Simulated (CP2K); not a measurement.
2-fluorocarbonylthiazole has these distinct C atoms: C2 (bonded to C, F and O), C4 (bonded to C, N and S), C6 (bonded to C, N and H) and C7 (bonded to C, S and H).

```xyz
10

O     2.7104    0.2509   -1.2895
C     2.0905    0.2507   -0.2559
F     2.7119    0.4310    0.9573
C     0.6428    0.0727   -0.0934
N    -0.0095    0.0701    1.0532
C    -1.3420   -0.1148    0.8358
C    -1.7152   -0.2562   -0.4893
S    -0.3509   -0.1541   -1.5057
H    -2.0265   -0.1411    1.6811
H    -2.7115   -0.4093   -0.8937
```

Their partial C K spectra (CP2K XAS_TDP, all-electron GAPW, PBEh(45%), aug-cc-pVDZ, TDA, GW2X-corrected core level, no relativity) are given in random order, each times the number of alike atoms.

Gaussian full width 0.5 eV, oscillator strength per eV, alike atoms added, rows of zeros left out:

```tsv
E (eV)	curve 1	curve 2	curve 3	curve 4
286.00	0.000	0.003	0.000	0.000
286.25	0.000	0.029	0.000	0.000
286.50	0.000	0.084	0.000	0.006
286.75	0.000	0.061	0.000	0.040
287.00	0.000	0.011	0.000	0.066
287.25	0.001	0.001	0.000	0.027
287.50	0.014	0.000	0.000	0.003
287.75	0.060	0.000	0.000	0.000
288.00	0.069	0.000	0.000	0.000
288.25	0.029	0.000	0.000	0.000
288.50	0.030	0.000	0.000	0.000
288.75	0.022	0.000	0.000	0.000
289.00	0.004	0.000	0.000	0.000
289.25	0.000	0.003	0.000	0.000
289.50	0.000	0.028	0.000	0.002
289.75	0.000	0.065	0.006	0.022
290.00	0.000	0.042	0.054	0.070
290.25	0.000	0.012	0.118	0.056
290.50	0.000	0.022	0.065	0.021
290.75	0.007	0.026	0.009	0.032
291.00	0.027	0.008	0.000	0.026
291.25	0.032	0.004	0.000	0.007
291.50	0.012	0.010	0.000	0.007
291.75	0.003	0.013	0.000	0.012
292.00	0.007	0.011	0.000	0.009
292.25	0.010	0.007	0.000	0.004
292.50	0.011	0.005	0.000	0.006
292.75	0.010	0.005	0.000	0.012
293.00	0.004	0.009	0.000	0.014
293.25	0.002	0.009	0.000	0.015
293.50	0.004	0.012	0.000	0.011
293.75	0.009	0.018	0.000	0.005
294.00	0.018	0.011	0.000	0.006
294.25	0.020	0.005	0.000	0.006
294.50	0.011	0.005	0.003	0.007
294.75	0.006	0.005	0.025	0.012
295.00	0.007	0.004	0.070	0.013
295.25	0.005	0.003	0.074	0.013
295.50	0.012	0.004	0.026	0.017
295.75	0.016	0.005	0.003	0.018
296.00	0.008	0.007	0.000	0.020
296.25	0.006	0.008	0.002	0.015
296.50	0.010	0.008	0.008	0.005
296.75	0.016	0.007	0.022	0.003
297.00	0.028	0.005	0.023	0.007
```

Q: Which curve belongs to which atom?

Curve 1: C6 (bonded to C, N and H), leading line at 287.90 eV (f = 0.041 an atom), ionisation energy 293.36 eV, term value 5.46 eV. Curve 2: C7 (bonded to C, S and H), leading line at 286.57 eV (f = 0.047 an atom), ionisation energy 293.11 eV, term value 6.54 eV. Curve 3: C2 (bonded to C, F and O), leading line at 290.27 eV (f = 0.063 an atom), ionisation energy 297.99 eV, term value 7.72 eV. Curve 4: C4 (bonded to C, N and S), leading line at 286.96 eV (f = 0.036 an atom), ionisation energy 293.78 eV, term value 6.82 eV. The leading line of an atom is its first one with 35 % of the strongest within 2.5 eV of its lowest line over the strength cut. A line lies at the core ionisation energy, which rises as an atom loses charge to its neighbours or to a π system, less the term value, which is large for a low π* or σ* orbital with weight on that atom.

[Banner, clock and machine lines of the logs are left out without a mark of their own.]

[Logs are printed without paths, hosts, clocks, repeated set-up lines and the standing remarks that a program may print on its own settings, such as how far it seeks lower states.]

[Hosts, paths, dates, database ids (printed as entryN), source tags and the programs' standing remarks are cut or masked in the printed files.]
